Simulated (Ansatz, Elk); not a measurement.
## Bonding as seen by X-rays: KCr2Se4

Structure refinements treat a crystal as free atoms side by side. For a made-up structure of KCr2Se4 (cell and positions from a PBE relaxation) the runs below show what the calculated density changes in F(hkl).

Program: Elk 11.2.3 (patched build). Level of theory: DFT, PBE, all-electron APW+lo, Dirac cores, scalar-relativistic bands, static density, ferromagnetic start. Results are calculated unless marked as measured.

The structure was built from a prototype and need not be the compound's stable phase.

## (1) The starting structure

Symmetry: P-6m2, No. 187, hexagonal system. Conventional cell: a = 3.796 Å, b = 3.796 Å, c = 12.984 Å, α = 90.00°, β = 90.00°, γ = 120.00°. Se has 3 Cr at 2.52 Å nearest. Nearest to Se lie 3 Cr at 2.58 Å and 3 K at 3.25 Å. Cr has 6 Se at 2.52 to 2.58 Å nearest. Nearest to K lie 6 Se at 3.25 Å. Farther neighbours and most contacts between anions are not listed.

## (2) Ground state and structure factors

An all-electron density is needed, since X-rays see the cores too. Task 0 finds the density and task 195 Fourier-transforms it; tshift is off so that phases refer to the origin typed.

elk.in

```
tasks
  0
  195
  196

xctype
  20

spinpol
  .true.

rgkmax
  7.0

gmaxvr
  14.0

lmaxo
  7

lmaxapw
  8

swidth
  0.002

tshift
  .false.

ramdisk
  .false.

hmaxvr
  5.5

maxscl
  120

epspot
  1e-06

reducebf
  0.8

sppath
  './'

avec
  7.17263416335 0.00000000000 0.00000000000
  -3.58631708167 6.21168339751 -0.00000000000
  0.00000000000 -0.00000000000 24.53574234371

atoms
  3
  'Se.in'
  4
  0.0000000000 0.0000000000 0.3848720189   0.000000 0.000000 0.000000
  0.6666666667 0.3333333333 0.1851401491   0.000000 0.000000 0.000000
  0.6666666667 0.3333333333 0.8148598509   0.000000 0.000000 0.000000
  -0.0000000000 -0.0000000000 0.6151279811   0.000000 0.000000 0.000000
  'Cr.in'
  2
  0.3333333333 0.6666666667 0.2895940778   0.000000 0.000000 -0.135000
  0.3333333333 0.6666666667 0.7104059222   0.000000 0.000000 -0.135000
  'K.in'
  1
  -0.0000000000 -0.0000000000 -0.0000000000   0.000000 0.000000 0.000000

ngridk
  6 6 2
```

Launch:

```
$ OMP_NUM_THREADS=4 elk
```

Numbers of over 12 decimals in the logs are rounded to 6 here.

What it wrote:

```text
┌─────────────────────────┐
│ Elk code version 11.2.3 │
└─────────────────────────┘

All units are atomic (Hartree, Bohr, etc.)

┌─────────────────────────────────────────────────┐
│ Ground-state run starting from atomic densities │
└─────────────────────────────────────────────────┘

Lattice vectors :
   7.172634163       0.000000000       0.000000000
  -3.586317082       6.211683398      -0.000000000
   0.000000000      -0.000000000       24.53574234

Reciprocal lattice vectors :
  0.8759941138      0.5057554374       0.000000000
  -0.000000000       1.011510875       0.000000000
  -0.000000000       0.000000000      0.2560829511

Unit cell volume      :    1093.168717
Brillouin zone volume :   0.2269093596

Muffin-tin inner radius fraction :   0.1000000000E-01

Nuclei treated as point charges

Species : 1 (Se)
 parameters loaded from : Se.in
 name : selenium
 nuclear charge    :   -34.00000000
 electronic charge :    34.00000000
 atomic mass :    143935.2749
 muffin-tin radius :    2.352698735
 number of radial points in muffin-tin :    993
 inner part over the whole radius :   0.9876441340E-02
 number on inner part of muffin-tin    :    702
 approximate nuclear radius :   0.7785908700E-04
 number of mesh points to nuclear radius :    343
 atomic positions (lattice), magnetic fields (Cartesian) :
  1 :   0.00000000  0.00000000  0.38487202    0.00000000  0.00000000  0.00000000
  2 :   0.66666667  0.33333333  0.18514015    0.00000000  0.00000000  0.00000000
  3 :   0.66666667  0.33333333  0.81485985    0.00000000  0.00000000  0.00000000
  4 :   0.00000000  0.00000000  0.61512798    0.00000000  0.00000000  0.00000000

Species : 2 (Cr)
 parameters loaded from : Cr.in
 name : chromium
 nuclear charge    :   -24.00000000
 electronic charge :    24.00000000
 atomic mass :    94783.09202
 muffin-tin radius :    2.352698735
 number of radial points in muffin-tin :    993
 inner part over the whole radius :   0.9916123176E-02
 number on inner part of muffin-tin    :    699
 approximate nuclear radius :   0.6987106690E-04
 number of mesh points to nuclear radius :    329
 atomic positions (lattice), magnetic fields (Cartesian) :
  1 :   0.33333333  0.66666667  0.28959408    0.00000000  0.00000000 -0.13500000
  2 :   0.33333333  0.66666667  0.71040592    0.00000000  0.00000000 -0.13500000

Species : 3 (K)
 parameters loaded from : K.in
 name : potassium
 nuclear charge    :   -19.00000000
 electronic charge :    19.00000000
 atomic mass :    71271.84090
 muffin-tin radius :    2.400000000
 number of radial points in muffin-tin :    993
 inner part over the whole radius :   0.9891652203E-02
 number on inner part of muffin-tin    :    697
 approximate nuclear radius :   0.6514746337E-04
 number of mesh points to nuclear radius :    319
 atomic positions (lattice), magnetic fields (Cartesian) :
  1 :   0.00000000  0.00000000  0.00000000    0.00000000  0.00000000  0.00000000

Total number of atoms per unit cell :    7
Total muffin-tin volume :    385.2004183
 ratio of muffin-tin to unit cell volume :   0.3523705101

Spin treatment :
 spin-polarised
 global magnetic field (Cartesian) :    0.000000000       0.000000000       0.000000000
 collinear magnetisation in z-direction

Number of Bravais lattice symmetries :   24
Number of crystal symmetries         :   12
Crystal has no inversion symmetry
Complex Hermitian eigensolver will be used

k-point grid :      6     6     2
k-point offset :    0.000000000       0.000000000       0.000000000
k-point set is reduced with full crystal symmetry group
Total number of k-points :       20

Muffin-tin radius times maximum |G+k| :    7.000000000
 using average radius
Maximum |G+k| for APW functions       :    2.966785490
Maximum (1/2)|G+k|²                   :    4.400908073
Maximum |G| for potential and density :    14.00000000
Constant for pseudocharge density :    8
 order of it for each species :   15  15  15
 order of it for pair densities of each species (exact exchange by exxq0 0: 16) :    9   9  10
[...]
total in muffin-tins        :    4.290954889
 total moment                :    4.955133045

RMS change in Kohn-Sham potential (target) :    2.914285708     (  0.1000000000E-05)
Absolute change in total energy (target)   :    3.020766429     (  0.1000000000E-03)

[... loops 3 to 31 left out ...]

┌──────────────────┐
│ Loop number : 32 │
└──────────────────┘

Energies :
 Fermi                       :     0.170646
 sum of occupied eigenvalues :     -7204.3610723919
 electron kinetic            :      12685.403740042
 core electron kinetic       :      11616.810131850
 Coulomb                     :     -24627.028620888
 Coulomb potential           :     -19261.379930891
 nuclear-nuclear             :     -1440.0755983826
 electron-nuclear            :     -27145.043424857
 Hartree                     :      3958.0904023515
 Madelung                    :     -14996.338655443
 xc potential                :     -628.04763612928
 xc effective B-field        :    -0.337242
 external B-field            :      0.000000
 exchange                    :     -473.79033967656
 correlation                 :     -9.581193
 electron entropic           :    -0.11260782171040E-02
 total energy                :     -12424.997539871
 (external B-field energy excluded from total)

Density of states at Fermi energy :    89.05543011
 (states/Hartree/unit cell)

Estimated indirect band gap :   0.1715207092E-02
 from k-point 12 to k-point 19
Estimated direct band gap   :   0.1077563291E-01
 at k-point 1

Charges :
 core                        :    102.0000000
 valence                     :    101.0000000
 interstitial                :    10.82062258
 muffin-tins (core leakage)
  species : 1 (Se)
[...]
species : 2 (Cr)
[...]
species : 3 (K)
[...]
total in muffin-tins        :    192.1793774
 total calculated charge     :    202.9993088
 total charge                :    203.0000000
 error                       :   0.6912347728E-03

Moments :
 interstitial                :   0.3420010247
 muffin-tins
  species : 1 (Se)
[...]
species : 2 (Cr)
[...]
species : 3 (K)
[...]
total in muffin-tins        :    5.092027013
 total moment                :    5.434028037

RMS change in Kohn-Sham potential (target) :   0.2225812623E-06 (  0.1000000000E-05)
Absolute change in total energy (target)   :   0.9777025480E-04 (  0.1000000000E-03)

Convergence targets achieved

┌──────────────────┐
│ Loop number : 33 │
└──────────────────┘

Energies :
 Fermi                       :     0.170646
 sum of occupied eigenvalues :     -7204.3610740678
 electron kinetic            :      12685.403751517
 core electron kinetic       :      11616.810133751
 Coulomb                     :     -24627.028629459
 Coulomb potential           :     -19261.379918447
 nuclear-nuclear             :     -1440.0755983826
 electron-nuclear            :     -27145.043454932
 Hartree                     :      3958.0904238556
 Madelung                    :     -14996.338670236
 xc potential                :     -628.04766266052
 xc effective B-field        :    -0.337243
 external B-field            :      0.000000
 exchange                    :     -473.79034105963
 correlation                 :     -9.581193
 electron entropic           :    -0.11260793244751E-02
 total energy                :     -12424.997538349
 (external B-field energy excluded from total)

Density of states at Fermi energy :    89.05562073
 (states/Hartree/unit cell)

Estimated indirect band gap :   0.1715092548E-02
 from k-point 12 to k-point 19
Estimated direct band gap   :   0.1077566015E-01
 at k-point 1

Charges :
 core                        :    102.0000000
 valence                     :    101.0000000
 interstitial                :    10.82062195
 muffin-tins (core leakage)
  species : 1 (Se)
[...]
species : 2 (Cr)
   atom 1                    :    22.51325974     ( -0.2223331883E-06)
   atom 2                    :    22.51325974     ( -0.2223331883E-06)
  species : 3 (K)
   atom 1                    :    17.61919063     ( -0.1015350914E-06)
 total in muffin-tins        :    192.1793780
 total calculated charge     :    202.9993088
 total charge                :    203.0000000
 error                       :   0.6912345997E-03

Moments :
 interstitial                :   0.3420017388
 muffin-tins
  species : 1 (Se)
[...]
species : 2 (Cr)
   atom 1                    :    2.816529221
   atom 2                    :    2.816529221
  species : 3 (K)
   atom 1                    :  -0.3613989997E-02
 total in muffin-tins        :    5.092030082
 total moment                :    5.434031821

┌──────────────────────────────┐
│ Self-consistent loop stopped │
└──────────────────────────────┘

Wrote STATE.OUT
```

Elapsed: 11 min, on 4 threads of Arm Neoverse V2, shared host; peak memory 0.65 GiB; 40 min of CPU time.

SFACRHO.OUT:

```text

h k l indices transformed by vhmat matrix:
   1.000000000       0.000000000       0.000000000    
   0.000000000       1.000000000       0.000000000    
   0.000000000       0.000000000       1.000000000    

      h      k      l  multipl.   |H|            Re(F)            Im(F)           |F|

      0      0      0      1   0.0000000       203.00000      0.13174305E-15   203.00000    
      0      0     -1      2  0.25608295      -16.807896     -0.26528672E-13   16.807896    
      0      0     -2      2  0.51216590      -58.747570     -0.79649862E-13   58.747570    
      0      0      3      2  0.76824885       21.652061      0.19050615E-13   21.652061    
      1     -1      0      3   1.0115109       24.573802       16.488607       29.593004    
     -1      1      0      3   1.0115109       24.573802      -16.488607       29.593004    
      0      0      4      2   1.0243318      -23.567143      0.72169241E-13   23.567143    
     -1      1      1      6   1.0434236      -35.052067      -28.331960       45.070471    
     -1      0     -1      6   1.0434236      -35.052067       28.331960       45.070471    
      0     -1      2      6   1.1337849       57.765014       4.6631544       57.952928    
     -1      0     -2      6   1.1337849       57.765014      -4.6631544       57.952928    
      0      1     -3      6   1.2701813       58.349648      -66.085070       88.158482    
      0     -1     -3      6   1.2701813       58.349648       66.085070       88.158482    
      0      0     -5      2   1.2804148       76.723201      0.22649800E-12   76.723201    
      1     -1     -4      6   1.4395867      -45.634342      -19.073032       49.459819    
     -1      1      4      6   1.4395867      -45.634342       19.073032       49.459819    
      0      0     -6      2   1.5364977       30.914171      0.96553355E-13   30.914171    
     -1      0      5      6   1.6317525       50.302810       65.827153       82.846767
```

Elk indexes on the primitive cell of elk.in and gives |H| = 4π sin θ/λ in inverse bohr. Below, one row stands for each form hkl of the conventional cell (m members, Friedel mates merged), F is for one primitive cell and the density is static (no thermal factor). Free-atom factors are Waasmaier and Kirfel's, and R is Σm||F|−|F'||/Σm|F|.

```csv
hkl,m,sin θ/λ (Å⁻¹),"abs F, DFT",neutral atoms,diff.,abs of complex diff.
001,2,0.038,16.808,16.830,-0.022,0.022
002,2,0.077,58.748,58.644,+0.104,0.104
003,2,0.116,21.652,21.986,-0.334,0.334
100,6,0.152,29.593,29.000,+0.593,0.727
004,2,0.154,23.567,22.866,+0.701,0.701
101,12,0.157,45.071,44.806,+0.265,0.282
102,12,0.171,57.953,58.081,-0.129,0.520
103,12,0.191,88.158,88.071,+0.088,0.508
005,2,0.193,76.723,76.059,+0.664,0.664
104,12,0.216,49.460,49.727,-0.267,0.349
006,2,0.231,30.914,30.869,+0.046,0.046
105,12,0.245,82.847,83.393,-0.546,0.567
110,6,0.264,141.427,142.234,-0.807,0.807
111,12,0.266,13.110,13.322,-0.213,0.213
007,2,0.270,11.958,12.534,-0.576,0.576
112,12,0.275,42.657,43.230,-0.573,0.573
106,12,0.277,41.011,41.242,-0.231,0.231
113,12,0.288,14.045,14.292,-0.247,0.247
```

## (3) The magnetisation density

The same run holds the spin density, and task 196 transforms it. The order is that of the start, and no other was tried.

SFACMAG_1.OUT:

```text

h k l indices transformed by vhmat matrix:
   1.000000000       0.000000000       0.000000000    
   0.000000000       1.000000000       0.000000000    
   0.000000000       0.000000000       1.000000000    

      h      k      l  multipl.   |H|            Re(F)            Im(F)           |F|

      0      0      0      1   0.0000000       5.4340320      0.52915965E-17   5.4340320    
      0      0     -1      2  0.25608295      -1.2330481     -0.95345946E-15   1.2330481    
      0      0     -2      2  0.51216590      -4.8520368     -0.45106926E-14   4.8520368    
      0      0      3      2  0.76824885       3.4272078     -0.56866314E-14   3.4272078    
      1     -1      0      3   1.0115109      -2.4482191      -3.9427543       4.6410223    
     -1      1      0      3   1.0115109      -2.4482191       3.9427543       4.6410223    
      0      0      4      2   1.0243318       2.5694909     -0.54484127E-14   2.5694909    
     -1      1      1      6   1.0434236      0.72892944     -0.91145484       1.1670853    
     -1      0     -1      6   1.0434236      0.72892944      0.91145484       1.1670853    
      0     -1      2      6   1.1337849       1.7342234      -3.1563607       3.6014086    
     -1      0     -2      6   1.1337849       1.7342234       3.1563607       3.6014086    
      0      1     -3      6   1.2701813      -1.3990757      -2.0837156       2.5098374    
      0     -1     -3      6   1.2701813      -1.3990757       2.0837156       2.5098374    
      0      0     -5      2   1.2804148      -3.6485409     -0.53409846E-14   3.6485409    
      1     -1     -4      6   1.4395867     -0.72522208      -1.5327927       1.6957006    
     -1      1      4      6   1.4395867     -0.72522208       1.5327927       1.6957006
```

The total moment is 5.43 μB a cell; sphere moments: Se1 -0.19, Se2 -0.08, Se3 -0.08, Se4 -0.19, Cr5 +2.82, Cr6 +2.82, K7 0.00 μB. Polarised neutrons measure spin and orbital magnetisation together; without spin-orbit coupling the run gives the spin part:

```csv
hkl,sin θ/λ (Å⁻¹),abs F_M (μB)
001,0.038,1.233
002,0.077,4.852
003,0.116,3.427
100,0.152,4.641
004,0.154,2.570
101,0.157,1.167
102,0.171,3.601
103,0.191,2.510
005,0.193,3.648
104,0.216,1.696
006,0.231,0.226
105,0.245,2.521
110,0.264,2.465
111,0.266,0.570
```

## (4) The highest occupied states alone

An energy window below the Fermi level keeps the highest occupied states, to see at which angles they scatter; shallow core shells can lie inside it and anion s states outside. No new self-consistency is needed.

elk.in, as its differences from that of step 2:

```diff
@@ -1,5 +1,3 @@
 tasks
-  0
   195
-  196
 
@@ -44,2 +42,5 @@
 
+wsfac
+  -0.270350 0.470650
+
 sppath
```

Launch:

```
$ OMP_NUM_THREADS=4 elk
```

What it wrote:

```text
┌─────────────────────────────────┐
│ Elk code version 11.2.3 started │
└─────────────────────────────────┘

Info(readinput): the functional depends on the density's gradient
 muffin-tin radial points multiplied by    2.00000
 (not where nrmtscf is given)

┌────────────────────┐
│ Current task : 195 │
└────────────────────┘
Info(checkmt): changed muffin-tin radius of species 1 (Se) from   2.4000 to   2.3527
Info(checkmt): changed muffin-tin radius of species 2 (Cr) from   2.4000 to   2.3527

Info(sfacrho): density structure factors written to SFACRHO.OUT

 Energy window :  -0.2703500000      0.4706500000

┌──────────────────┐
│ Elk code stopped │
└──────────────────┘
```

Run time: 20 s. Hardware: 4 threads; peak memory 0.27 GiB.

States within 12 eV below the Fermi level hold 30.26 electrons; any levels below the window count with the cores, and a count that is not whole means the window cuts a band. Their amplitudes can exceed the total, where window and core parts have opposite phase:

```csv
hkl,sin θ/λ (Å⁻¹),"abs F, window","abs F, all"
001,0.038,5.131,16.808
002,0.077,11.798,58.748
003,0.116,3.386,21.652
100,0.152,2.721,29.593
004,0.154,0.665,23.567
101,0.157,3.511,45.071
102,0.171,4.614,57.953
103,0.191,4.412,88.158
005,0.193,1.155,76.723
104,0.216,2.977,49.460
```

(Continued in part 2 of 2.)

[Logs are printed without paths, hosts, clocks, repeated set-up lines and the standing remarks that a program may print on its own settings, such as how far it seeks lower states.]

[Hosts, paths, dates, database ids (printed as entryN), source tags and the programs' standing remarks are cut or masked in the printed files.]
